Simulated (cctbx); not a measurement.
**Accept or mend?**

Cell a = 5.8550 Å, b = 8.3750 Å, c = 12.5590 Å, α = 90.00°, β = 90.00°, γ = 90.00°; space group Pbcm (no. 57). The compound is Pr2NdCrGaPt2.

Simulated single-crystal data (cctbx): Cu Kα, λ = 1.54184 Å, to d = 0.83 Å, 80 % of the full sphere, strongest reflection 70000 counts, noise from counting, a 2 % proportional error and a noise floor of 15 counts (s.d.); no absorption.

An anisotropic refinement with weights 1/σ² prints:

```text
Rint 0.020, 589 unique reflections to 0.83 A
cycle     R1     wR2    GooF  max shift (A)
   1  0.0201  0.0475   2.779   0.00027
   2  0.0110  0.0246   1.440   0.00000
final R1 0.0110 wR2 0.0246 GooF 1.440  parameters 35  data/parameter 16.8
atom        x        y        z      Ueq    occ   su(xyz)  su(Uiso or U11)
Hg1    0.61490  0.46829  0.08931   0.0087  1.000  0.00004  0.0001
Nd1    0.64667  0.74565  0.75000   0.0056  1.000  0.00006  0.0002
Pr1    0.13845  0.60557  0.09649   0.0063  1.000  0.00005  0.0001
Ga1    0.16268  0.59951  0.75000   0.0078  1.000  0.00015  0.0005
Cr1    0.35513  0.25000  0.00000   0.0108  1.000  0.00020  0.0006
difference map: max 0.98 min -0.84 rms 0.23
Q1    0.3343  0.1982  0.7500    4    1.00  0.41 A from Nd1
Q2    0.1965  0.6354  0.1167    8    0.97  0.49 A from Pr1
Q3    0.3516  0.2044  0.2500    4    0.84  0.42 A from Nd1
Q4    0.1825  0.1262  0.2500    4    0.81  1.47 A from Nd1
Q5    0.2333  0.0625  0.7500    4    0.76  1.69 A from Nd1
Q6    0.0906  0.5522  0.1190    8    0.75  0.60 A from Pr1
```

**Question.** Can this result stand? If not, what is the likely fault?

Mend it. The fault: wrong element: Hg1 is Pt. Against the right model at the same level, R1 goes from 0.0079 to 0.0110 and GooF from 0.96 to 1.44. Hg1 has 2 electrons too many and its U swells to shed them, as expected (near an absorption edge f′ can widen the mismatch well beyond the difference in Z).

The compound is Pr2NdCrGaPt2. The right model at the same level gives:

```text
Rint 0.020, 589 unique reflections to 0.83 A
cycle     R1     wR2    GooF  max shift (A)
   1  0.0080  0.0168   0.981   0.00017
   2  0.0079  0.0165   0.964   0.00000
final R1 0.0079 wR2 0.0165 GooF 0.964  parameters 35  data/parameter 16.8
atom        x        y        z      Ueq    occ   su(xyz)  su(Uiso or U11)
Pt1    0.61492  0.46830  0.08931   0.0076  1.000  0.00002  0.0001
Nd1    0.64669  0.74564  0.75000   0.0066  1.000  0.00004  0.0001
Pr1    0.13842  0.60557  0.09649   0.0073  1.000  0.00003  0.0001
Ga1    0.16271  0.59950  0.75000   0.0089  1.000  0.00010  0.0003
Cr1    0.35519  0.25000  0.00000   0.0118  1.000  0.00013  0.0004
difference map: max 0.85 min -0.75 rms 0.18
Q1    0.1788  0.1241  0.2500    4    0.87  1.49 A from Nd1
Q2    0.2404  0.0550  0.7192    8    0.68  1.77 A from Nd1
Q3    0.3595  0.0858  0.2500    4    0.62  1.41 A from Nd1
Q4    0.4952  0.2329  0.2127    8    0.61  0.97 A from Nd1
Q5    0.3231  0.6851  0.1211    8    0.54  1.31 A from Pr1
Q6    0.3072  0.1807  0.5420    8    0.50  0.83 A from Cr1
```

The model was made for the exercise: a known structure type with other elements put in, its volume estimated, not relaxed; displacement parameters are assumed.

[Middle refinement cycles are left out of these outputs.]

[Logs are printed without paths, hosts, clocks, repeated set-up lines and the standing remarks that a program may print on its own settings, such as how far it seeks lower states.]
